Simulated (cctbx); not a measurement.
**Accept or mend?**

Cell a = 8.0850 Å, b = 10.3060 Å, c = 6.4650 Å, α = 90.00°, β = 90.00°, γ = 90.00°; space group Pnma (no. 62).

The data are simulated with cctbx, not measured: Cu Kα, λ = 1.54184 Å, to d = 0.83 Å, 70 % of the full sphere, strongest reflection 20000 counts, noise from counting, a 3 % proportional error and a noise floor of 15 counts (s.d.); no absorption, and some extinction, which the refinements don't model.

An anisotropic refinement with weights 1/σ² prints:

```text
Rint 0.025, 73 unique reflections to 1.61 A
cycle     R1     wR2    GooF  max shift (A)
   1  0.0378  0.1189   6.107   0.16524
  12  0.0096  0.0215   1.105   0.00857
final R1 0.0096 wR2 0.0215 GooF 1.104  parameters 24  data/parameter 3.0
atom        x        y        z      Ueq    occ   su(xyz)  su(Uiso or U11)
I1     0.30618  0.09452  0.15283   0.0299  1.000  0.00015  0.0014
Cl1    0.61464  0.75000  0.28215   0.0202  1.000  0.00099  0.0040
C1     0.59454  0.75000  0.98438   0.0327  1.000  0.00615  0.0333
H1     0.49006  0.75000  0.98338   0.0845  1.000  0.03378  0.2025
difference map: max 0.17 min -0.25 rms 0.07
Q1    0.0996  0.2500  0.3878    4    0.18  0.95 A from H1
Q2    0.1455  0.0761  0.8693    8    0.18  2.25 A from I1
Q3    0.1102  0.2500  0.1057    4    0.18  2.27 A from I1
Q4    0.2104  0.7500  0.4100    4    0.17  1.16 A from C1
Q5    0.0109  0.2500  0.6609    4    0.15  1.15 A from H1
Q6    0.1176  0.5639  0.2417    8    0.13  1.92 A from Cl1
```

**Question.** Can this result stand? If not, what is the likely fault?

Mend it. The fault: data cut at low resolution. Against the right model at the same level, R1 goes from 0.0145 to 0.0096 and GooF from 0.98 to 1.10. The atoms are right, but there are too few data for the parameters: R1 flatters and the s.u.s grow. Data per parameter fall from 21.8 to 3. The fit had not settled when the cycles ran out.

The compound is HCI2Cl. The right model at the same level gives:

```text
Rint 0.034, 523 unique reflections to 0.83 A
cycle     R1     wR2    GooF  max shift (A)
   1  0.1180  0.2601   8.766   0.17525
   8  0.0145  0.0291   0.982   0.00418
final R1 0.0145 wR2 0.0291 GooF 0.982  parameters 24  data/parameter 21.8
atom        x        y        z      Ueq    occ   su(xyz)  su(Uiso or U11)
I1     0.30629  0.09439  0.15284   0.0297  1.000  0.00003  0.0001
Cl1    0.61500  0.75000  0.28255   0.0203  1.000  0.00017  0.0005
C1     0.59630  0.75000  0.98501   0.0261  1.000  0.00076  0.0029
H1     0.46707  0.75000  0.95345   0.0555  1.000  0.01132  0.0206
difference map: max 0.80 min -0.76 rms 0.18
Q1    0.0725  0.7500  0.0309    4    0.85  1.25 A from Cl1
Q2    0.2266  0.7500  0.4969    4    0.66  1.06 A from C1
Q3    0.0847  0.6970  0.7327    8    0.65  1.47 A from I1
Q4    0.1207  0.2500  0.1492    4    0.62  2.09 A from H1
Q5    0.0304  0.2073  0.9933    8    0.58  1.85 A from Cl1
Q6    0.0785  0.1306  0.6108    8    0.56  1.64 A from H1
```

The model was made for the exercise: a known structure type with other elements put in, its volume estimated, not relaxed; displacement parameters are assumed.

[Middle refinement cycles are left out of these outputs.]

[Logs are printed without paths, hosts, clocks, repeated set-up lines and the standing remarks that a program may print on its own settings, such as how far it seeks lower states.]
